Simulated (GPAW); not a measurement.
CuAgO2 (Pmmm), Cu K edge of atom 3, with 4 O at 1.88 Å (square planar, site symmetry mmm). Method: GPAW, LDA, excited-electron core hole (neutral cell), 16-atom cell with 5.6 Å between holes, 3×3×3 k points, dipole transitions, Gaussian full width 1.55 eV up to 4 eV, rising linearly to 3.5 eV at 25 eV.

```xyz
8
Lattice="2.8164 3.3539 0.0000 0.0000 3.3539 5.4042 2.8164 0.0000 5.4042" Properties=species:S:1:pos:R:3 pbc="T T T"
Ag    0.0000    0.0000    0.0000
Ag    2.8164    3.3539    5.4042
Cu    1.4082    1.6769    2.7021
Cu    4.2247    5.0308    8.1063
O     2.8164    5.0308    3.9405
O     2.8164    1.6769    3.9405
O     2.8164    1.6769    6.8679
O     2.8164    5.0308    6.8679
```

Energy from the lowest empty level; a common scale on which the isotropic spectrum has a mean of 1 over the first 20 eV.

```tsv
E (eV)	curve 1	curve 2	curve 3
-2.0	0.00	0.00	0.00
-1.5	0.00	0.00	0.00
-1.0	0.00	0.01	0.00
-0.5	0.01	0.02	0.02
0.0	0.01	0.03	0.03
0.5	0.01	0.03	0.03
1.0	0.01	0.02	0.03
1.5	0.03	0.02	0.02
2.0	0.10	0.02	0.03
2.5	0.28	0.03	0.05
3.0	0.66	0.05	0.08
3.5	1.30	0.07	0.08
4.0	1.97	0.08	0.06
4.5	2.26	0.07	0.03
5.0	2.06	0.06	0.02
5.5	1.55	0.06	0.02
6.0	1.00	0.07	0.04
6.5	0.59	0.10	0.06
7.0	0.40	0.16	0.08
7.5	0.40	0.23	0.10
8.0	0.55	0.28	0.14
8.5	0.83	0.31	0.20
9.0	1.27	0.32	0.26
9.5	1.94	0.34	0.30
10.0	2.72	0.38	0.30
10.5	3.35	0.51	0.29
11.0	3.51	0.78	0.30
11.5	3.04	1.18	0.33
12.0	2.23	1.65	0.39
12.5	1.44	2.11	0.48
13.0	0.91	2.49	0.62
13.5	0.67	2.68	0.86
14.0	0.56	2.65	1.23
14.5	0.51	2.43	1.75
15.0	0.46	2.13	2.43
15.5	0.43	1.85	3.18
16.0	0.41	1.66	3.86
16.5	0.40	1.56	4.29
17.0	0.42	1.53	4.36
17.5	0.44	1.54	4.06
18.0	0.48	1.59	3.50
18.5	0.53	1.66	2.83
19.0	0.58	1.72	2.19
19.5	0.63	1.76	1.67
20.0	0.68	1.76	1.29
20.5	0.74	1.70	1.07
21.0	0.81	1.65	0.98
21.5	0.90	1.65	0.97
22.0	0.99	1.70	1.02
22.5	1.09	1.79	1.07
23.0	1.17	1.84	1.11
23.5	1.24	1.83	1.15
24.0	1.29	1.72	1.17
24.5	1.32	1.55	1.19
25.0	1.32	1.35	1.21
25.5	1.30	1.15	1.22
26.0	1.28	1.00	1.23
26.5	1.26	0.89	1.22
27.0	1.26	0.83	1.22
27.5	1.29	0.80	1.21
28.0	1.34	0.79	1.21
28.5	1.39	0.80	1.21
29.0	1.43	0.82	1.20
29.5	1.44	0.84	1.19
30.0	1.44	0.87	1.16
30.5	1.41	0.90	1.15
31.0	1.37	0.93	1.15
31.5	1.32	0.96	1.17
32.0	1.26	0.98	1.21
```

The curves are for the electric vector along different Cartesian axes of the cell as given, averaged over the symmetry-equivalent atoms. Which is which?

Curve 1: along y, main maxima 4.6 eV (2.27), 10.8 eV (3.52) and 29.6 eV (1.44). Curve 2: along z, main maxima 13.6 eV (2.69), 19.6 eV (1.77) and 23.2 eV (1.85). Curve 3: along x, main maxima 16.8 eV (4.38). A K edge sees empty p states on the absorber. Each direction probes the empty orbitals that point along it. The hole lies in one spin channel, while the script sums the empty states of both and takes the lower zero; where the two channels are split, this blurs and shifts the curve. The script folds with a Gaussian, whereas the core hole's own line is a Lorentzian, so the onset is too steep and the first peak too high.

[Banner, clock and machine lines of the logs are left out without a mark of their own.]

[Logs are printed without paths, hosts, clocks, repeated set-up lines and the standing remarks that a program may print on its own settings, such as how far it seeks lower states.]

[Hosts, paths, dates, database ids (printed as entryN), source tags and the programs' standing remarks are cut or masked in the printed files.]

[Lists of maxima count a maximum above −3 eV only where it reaches 4 % of the highest in the window and stands out from its surroundings by 2 % of it (1.5 % where it reaches 55 %); shoulders and weaker maxima are passed over, and of the rest the first, up to two pre-edge ones and the few strongest are named.]
